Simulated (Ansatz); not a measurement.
# CoP2Pt, from a guessed structure to a relaxed one, part 2 of 2

Starting from a made-up structure for CoP2Pt, the aim is the relaxed cell, its shortest contacts and, where a second run follows, its electronic structure.

Ansatz 0.2.0; DFT, PBE, plane-wave PAW, files of the set soft_1, scalar-relativistic, ferromagnetic start, cell and ions relaxed at zero pressure; PAW set soft_1 (the session's first sound run).

So far: Starting point; Relaxing cell and atoms. The relaxed cell has a = 3.521, c = 10.367 Å (conventional setting).

## 3. Bands of the relaxed cell

With the geometry fixed, one more self-consistent run, with a narrower smearing and the mesh shown in its input, gives the bands, and its pressure, and its forces where symmetry allows any, show how far the geometry depends on these settings.

This step: DFT, PBE, plane-wave PAW, files of the set soft_1, scalar-relativistic, no spin, bands and density of states at the relaxed cell; PAW set soft_1 (Ansatz 0.2.0).

The input, input.yaml:

```yaml
crystal:
  lattice:
    - [3.5211022789, 0.0, 0.0]
    - [-1.7605511394, 3.0493640228, 0.0]
    - [0.0, 0.0, 10.3666687121]
  atoms:
    - { symbol: Pt, position: [0.0, 0.0, 0.75] }
    - { symbol: Pt, position: [0.0, 0.0, 0.25] }
    - { symbol: Co, position: [0.0, 0.0, 0.5] }
    - { symbol: Co, position: [0.0, 0.0, 0.0] }
    - { symbol: P, position: [0.3333333333, 0.6666666667, 0.4009176921] }
    - { symbol: P, position: [0.6666666667, 0.3333333333, 0.5990823079] }
    - { symbol: P, position: [0.6666666667, 0.3333333333, 0.9009176921] }
    - { symbol: P, position: [0.3333333333, 0.6666666667, 0.0990823079] }
kpoints:
  mp_grid: { grid: [10, 10, 4] }
  band_path:
    path:
      - [[0.0, 0.0, 0.0], [0.5, 0.0, 0.0], [0.33333333, 0.33333333, 0.0], [0.0, 0.0, 0.0], [0.0, 0.0, 0.5], [0.5, 0.0, 0.5], [0.33333333, 0.33333333, 0.5], [0.0, 0.0, 0.5]]
      - [[0.5, 0.0, 0.5], [0.5, 0.0, 0.0]]
      - [[0.33333333, 0.33333333, 0.0], [0.33333333, 0.33333333, 0.5]]
    npoints: 8
scf:
  occupations: { method: fermi_dirac, width: 0.03 }
  n_extra_bands: 12
hamiltonian:
  xc: pbe
  pseudopotentials: { kind: paw, azcp: { folder: soft_1 } }
output:
  forces: true
  stress: true
  write_bands: true
  dos: { projected: true }
  write_density: true
  write_potential: true
  elf: true
  volumetric_format: npy
```

The run is started by

```bash
$ ansatz run input.yaml --threads 4 --pin off --max-ram 10240MiB --backend cpu --events-out ev --progress --plain --runs-dir out
```

Numbers of over 12 decimals in the logs are rounded to 6 here.

Log:

```text
[...]
Crystal: 8 atoms, lattice volume = 111.308 Å³
Basis set: ecut = 420 eV, 2141 PW (Γ), exchange–correlation on 48×48×144 points (8 copies of the dense FFT grid, shifted against one another)
Bands: 57, of which v1, the nominal top of the filled ones, is band 45 counted from 1 (44 counted from 0)
Symmetry: 24 space group operations
[...]
k-points: 42 of 400
[...]
SCF iter   1: F=—  HF=-38351.678633 eV  |F-HF|=—  |Δ(HF+E_count)|=         —  Δρ=4.01e-1  dr2=2.74e2  ethr=3.10e-3  ⟨swp⟩=6.8  Hψ=10013  notcnv=0  defer=7
[...]
SCF iter  11: F=-38326.579814 eV  HF=-38326.579814 eV  |F-HF|=2.98e-8  |Δ(HF+E_count)|=   2.52e-7  Δρ=7.93e-6  dr2=9.20e-8  ethr=1.11e-10  ⟨swp⟩=15.6  Hψ=19027  notcnv=0
SCF 1 converged in 11 iterations: F = -38326.579814 eV  dr2 = 9.20e-8
[...]
NSCF: frozen V_eff on 75 k-points
SCF converged after 11 iterations
Free energy (F): -38326.579814 eV
[...]
Internal energy: -38326.563216 eV  (E = F + TS)
E sigma→0 (E₀):  -38326.571515 eV
Entropy (-TS):   -0.016599 eV (-2.075 meV/atom)
Fermi energy:    15.933102 eV
[...]
--- Forces (eV/Å), atoms counted from 1 ---
  atom   1  Pt     0.00000000     0.00000000     0.00000000
  atom   2  Pt     0.00000000    -0.00000000     0.00000000
  atom   3  Co    -0.00000000    -0.00000000     0.00000000
  atom   4  Co    -0.00000000     0.00000000     0.00000000
  atom   5  P      0.00000000     0.00000000    -0.03029943
  atom   6  P     -0.00000000    -0.00000000     0.03029943
  atom   7  P      0.00000000    -0.00000000    -0.03029943
  atom   8  P      0.00000000     0.00000000     0.03029943
  max |Σ_I F_I| component: 3.24e-17 eV/Å
--- Stress (GPa, compression-positive) ---
       -0.163652      -0.000000       0.000000
        0.000000      -0.163652       0.000000
        0.000000       0.000000       0.350246
  P = ⅓ Tr σ = 0.0076 GPa (0.076 kbar)
--- Band table (eV; the first three rows and the last of 42) ---
  k-point 0: bands = [... 41 lower, 15.6203, 16.5273, 16.6257, 16.6257, 17.2983, 17.2983, 17.3235, 18.6811, ... 8 higher]
  k-point 1: bands = [... 41 lower, 15.8622, 16.3222, 16.7895, 16.7895, 17.0710, 17.2526, 17.2526, 18.7098, ... 8 higher]
  k-point 2: bands = [... 41 lower, 15.8149, 16.4692, 16.4692, 17.0772, 17.0772, 17.0772, 17.0772, 18.8139, ... 8 higher]
  k-point 41: bands = [... 41 lower, 14.3059, 14.7419, 14.7419, 15.3707, 15.3707, 15.8798, 15.8798, 17.5575, ... 8 higher]
```

The job ended after 5.5 s (4 threads of INTEL XEON PLATINUM 8581C at 2.10GHz (Emerald Rapids), shared host; peak memory 0.72 GiB; 20 s of CPU time).

The column dr2 measures how far the density is from self-consistency, as an energy; F and HF (Harris–Foulkes) agree once it is small.

Numbers from this step:

| Quantity | Value |
| --- | --- |
| free energy | -38326.5798 eV |
| energy at zero smearing | -38326.5715 eV |
| smearing term TS | 0.01660 eV |
| Fermi energy | 15.93 eV |
| pressure | 0.007647 GPa |

From bands.tsv, the bands that come nearest the Fermi level along the path, at its corners, in eV from the Fermi level:

```
point  band 43  band 44  band 45  band 46  band 47  band 48  band 49  band 50
    Γ     0.59     0.69     0.69     1.37     1.37     1.39     2.75     2.75
    M    -1.58    -1.35    -1.33    -0.59     0.03     1.50     1.58     1.87
    K    -1.25    -1.25    -0.47    -0.47     0.44     0.44     0.46     0.46
    Γ     0.59     0.69     0.69     1.37     1.37     1.39     2.75     2.75
    A     0.54     0.54     1.14     1.14     1.14     1.14     2.88     2.88
    L    -1.44    -1.44    -1.08    -1.08     0.66     0.66     1.79     1.79
    H    -1.24    -1.24    -0.39    -0.39    -0.22    -0.22     1.57     1.57
    A     0.54     0.54     1.14     1.14     1.14     1.14     2.88     2.88
    L    -1.44    -1.44    -1.08    -1.08     0.66     0.66     1.79     1.79
    M    -1.58    -1.35    -1.33    -0.59     0.03     1.50     1.58     1.87
    K    -1.25    -1.25    -0.47    -0.47     0.44     0.44     0.46     0.46
    H    -1.24    -1.24    -0.39    -0.39    -0.22    -0.22     1.57     1.57
```

States per cell as run, both spins, in windows of 1 eV, from dos.tsv (zero at the Fermi level):

```csv
from,to,total
-8,-7,3.31
-7,-6,4.07
-6,-5,7.35
-5,-4,7.83
-4,-3,6.27
-3,-2,7.74
-2,-1,8.16
-1,0,5.35
0,1,4.63
1,2,4.26
2,3,3.53
3,4,1.88
4,5,2.40
```

Below -8 eV lie 40.0 more states.

Electrostatic potential energy in the ac plane at fractional y = 0.000, with atoms of Pt and Co within 0.2 Å of it. With pseudopotentials it is smooth inside the atoms' cores, unlike the true potential.

Values in eV, 24 rows by 14 columns, each cell a mean:
```
-29 -30 -23  -2  12  15  15  15  15  14  10  -8 -25 -30
-12  -8   2  11  14  13  12  11  12  13  14  10   0  -9
 11  12  14  15  15  13  11  10  12  13  15  15  14  12
 -3   1   7  12  15  15  14  14  14  15  14  11   6   0
-44 -39 -24  -2  11  15  17  17  17  15   9  -8 -28 -41
-53 -53 -46 -20   6  15  17  17  17  14   2 -27 -48 -53
-53 -51 -40 -14   8  15  17  17  17  14   5 -21 -43 -52
-26 -20  -8   7  13  15  16  16  16  15  12   4 -10 -22
  9  10  13  15  15  14  13  12  13  14  15  14  12  10
  5   8  12  14  14  13  11  10  11  13  15  14  11   7
-26 -22 -11   6  13  14  13  13  13  14  12   2 -13 -23
-26 -30 -27  -7  11  15  16  16  16  15   8 -13 -29 -29
-29 -30 -23  -2  12  15  15  15  15  14  10  -8 -25 -30
-12  -8   2  11  14  13  12  11  12  13  14  10   0  -9
 11  12  14  15  15  13  11  10  12  13  15  15  14  12
 -3   1   7  12  15  15  14  14  14  15  14  11   6   0
-44 -39 -24  -2  11  15  17  17  17  15   9  -8 -28 -41
-53 -53 -46 -20   6  15  17  17  17  14   2 -27 -48 -53
-53 -51 -40 -14   8  15  17  17  17  14   5 -21 -43 -52
-26 -20  -8   7  13  15  16  16  16  15  12   4 -10 -22
  9  10  13  15  15  14  13  12  13  14  15  14  12  10
  5   8  12  14  14  13  11  10  11  13  15  14  11   7
-26 -22 -11   6  13  14  13  13  13  14  12   2 -13 -23
-26 -30 -27  -7  11  15  16  16  16  15   8 -13 -29 -29
```
Columns run along a (3.5 Å; values clipped at the 3rd and 97th percentile), rows up along c (10.4 Å). Atoms in or near the plane, at fractional coordinates: Pt at (0.00, 0.75), Pt at (0.00, 0.25), Co at (0.00, 0.50), Co at (0.00, 0.00).

ELF in the ac plane at fractional y = 0.000, with atoms of Pt and Co within 0.2 Å of it. It is the smooth field of the valence electrons, not physical close to the nuclei.

Values, 24 rows by 14 columns, each cell a mean:
```
0.58 0.47 0.32 0.22 0.26 0.38 0.44 0.45 0.43 0.36 0.23 0.23 0.34 0.50
0.24 0.21 0.19 0.24 0.42 0.55 0.58 0.58 0.58 0.53 0.37 0.22 0.19 0.22
0.23 0.23 0.25 0.34 0.48 0.56 0.58 0.57 0.58 0.56 0.44 0.31 0.24 0.23
0.36 0.32 0.28 0.29 0.37 0.44 0.46 0.47 0.46 0.43 0.34 0.28 0.29 0.33
0.57 0.53 0.46 0.36 0.30 0.29 0.28 0.27 0.28 0.29 0.31 0.38 0.47 0.54
0.60 0.58 0.56 0.49 0.34 0.25 0.19 0.16 0.20 0.27 0.38 0.52 0.56 0.58
0.60 0.57 0.54 0.45 0.32 0.26 0.21 0.19 0.22 0.27 0.35 0.47 0.54 0.58
0.49 0.44 0.36 0.30 0.31 0.35 0.36 0.36 0.36 0.34 0.30 0.31 0.38 0.46
0.28 0.27 0.27 0.32 0.43 0.51 0.53 0.53 0.53 0.50 0.40 0.30 0.26 0.27
0.19 0.19 0.21 0.31 0.48 0.58 0.59 0.59 0.60 0.57 0.44 0.28 0.20 0.19
0.37 0.31 0.23 0.22 0.34 0.48 0.53 0.53 0.52 0.46 0.29 0.21 0.25 0.33
0.73 0.58 0.37 0.23 0.22 0.32 0.38 0.39 0.37 0.30 0.21 0.26 0.41 0.63
0.58 0.47 0.32 0.22 0.26 0.38 0.44 0.45 0.43 0.36 0.23 0.23 0.34 0.50
0.24 0.21 0.19 0.24 0.42 0.55 0.58 0.58 0.58 0.53 0.37 0.22 0.19 0.22
0.23 0.23 0.25 0.34 0.48 0.57 0.58 0.57 0.58 0.55 0.45 0.31 0.24 0.23
0.36 0.32 0.28 0.29 0.37 0.44 0.46 0.47 0.46 0.43 0.34 0.28 0.29 0.33
0.57 0.53 0.46 0.36 0.30 0.29 0.28 0.27 0.28 0.29 0.31 0.38 0.47 0.54
0.60 0.58 0.56 0.49 0.34 0.25 0.19 0.16 0.20 0.27 0.38 0.52 0.56 0.58
0.60 0.57 0.54 0.45 0.32 0.26 0.21 0.19 0.22 0.27 0.35 0.47 0.54 0.58
0.49 0.44 0.36 0.30 0.31 0.35 0.36 0.36 0.36 0.34 0.30 0.31 0.38 0.46
0.28 0.27 0.27 0.32 0.43 0.51 0.53 0.53 0.53 0.50 0.40 0.30 0.26 0.27
0.19 0.19 0.21 0.31 0.48 0.58 0.59 0.59 0.59 0.57 0.44 0.28 0.20 0.19
0.37 0.31 0.23 0.22 0.34 0.48 0.53 0.53 0.52 0.46 0.29 0.21 0.25 0.33
0.73 0.58 0.37 0.23 0.22 0.32 0.38 0.39 0.37 0.30 0.21 0.26 0.41 0.63
```
Columns run along a (3.5 Å), rows up along c (10.4 Å). Atoms in or near the plane, at fractional coordinates: Pt at (0.00, 0.75), Pt at (0.00, 0.25), Co at (0.00, 0.50), Co at (0.00, 0.00).

Valence density in the ac plane at fractional y = 0.000, with atoms of Pt and Co within 0.2 Å of it. It is the smooth field of the valence electrons, not physical close to the nuclei.

Values in e/Å³, 24 rows by 14 columns, each cell a mean:
```
23 13  4  1  0  0  0  0  0  0  0  1  5 15
 2  1  1  0  0  0  0  0  0  0  0  0  1  2
 0  0  0  0  0  0  0  0  0  0  0  0  0  0
 1  1  1  0  0  0  0  0  0  0  0  0  1  1
 6  5  3  1  0  0  0  0  0  0  1  1  3  5
11  9  6  2  1  0  0  0  0  0  1  3  7 10
 9  8  5  2  1  0  0  0  0  0  1  2  6  8
 3  2  1  1  0  0  0  0  0  0  0  1  2  3
 1  0  0  0  0  0  0  0  0  0  0  0  0  1
 1  1  0  0  0  0  0  0  0  0  0  0  0  1
 7  4  2  1  0  0  0  0  0  0  0  1  2  5
40 23  6  1  0  0  0  0  0  0  1  2  8 27
23 13  4  1  0  0  0  0  0  0  0  1  5 15
 2  1  1  0  0  0  0  0  0  0  0  0  1  2
 0  0  0  0  0  0  0  0  0  0  0  0  0  0
 1  1  1  0  0  0  0  0  0  0  0  0  1  1
 6  5  3  1  0  0  0  0  0  0  1  1  3  5
11  9  6  2  1  0  0  0  0  0  1  3  7 10
 9  8  5  2  1  0  0  0  0  0  1  2  6  8
 3  2  1  1  0  0  0  0  0  0  0  1  2  3
 1  0  0  0  0  0  0  0  0  0  0  0  0  1
 1  1  0  0  0  0  0  0  0  0  0  0  0  1
 7  4  2  1  0  0  0  0  0  0  0  1  2  5
40 23  6  1  0  0  0  0  0  0  1  2  8 27
```
Columns run along a (3.5 Å), rows up along c (10.4 Å). Atoms in or near the plane, at fractional coordinates: Pt at (0.00, 0.75), Pt at (0.00, 0.25), Co at (0.00, 0.50), Co at (0.00, 0.00).

## 4. Outcome

```
space group, relaxed : P6_3/mmc
conventional cell    : a = 3.521, b = 3.521, c = 10.367 Å; α = 90.0°, β = 90.0°, γ = 120.0°
volume per atom      : 13.91 Å³ (guess 12.64)
total moment         : 0.00 μB in the cell of 8 atoms
```

In words: CoP2Pt relaxes to P6_3/mmc with a = 3.521, b = 3.521 and c = 10.367 Å. The guessed volume was 9 % too small. The space group P6_3/mmc was held in the relaxation, so the end point is a stationary structure within it and may be a saddle against distortions or other arrangements. The moments died out from this one start and weren't seeded again at the relaxed cell. Bands cross the Fermi level, so it is a metal or semimetal at this level. On the 10×10×4 mesh with the narrower smearing (relaxed on 9×9×3) the largest force component is 0.030 eV/Å and the largest stress component is 0.350 GPa, against the relaxation's thresholds of 0.015 eV/Å and 0.05 GPa. The cutoff wasn't tested. A vector of the cell changed its length by 9 %, more than the volume shows. Spin-orbit coupling is left out, which can matter for elements this heavy. No dispersion term is used, so weakly bound directions may come out too long. Nothing here tests whether the compound is stable against decomposition.

[Logs are printed without paths, hosts, clocks, repeated set-up lines and the standing remarks that a program may print on its own settings, such as how far it seeks lower states.]

[Hosts, paths, dates, database ids (printed as entryN), source tags and the programs' standing remarks are cut or masked in the printed files.]
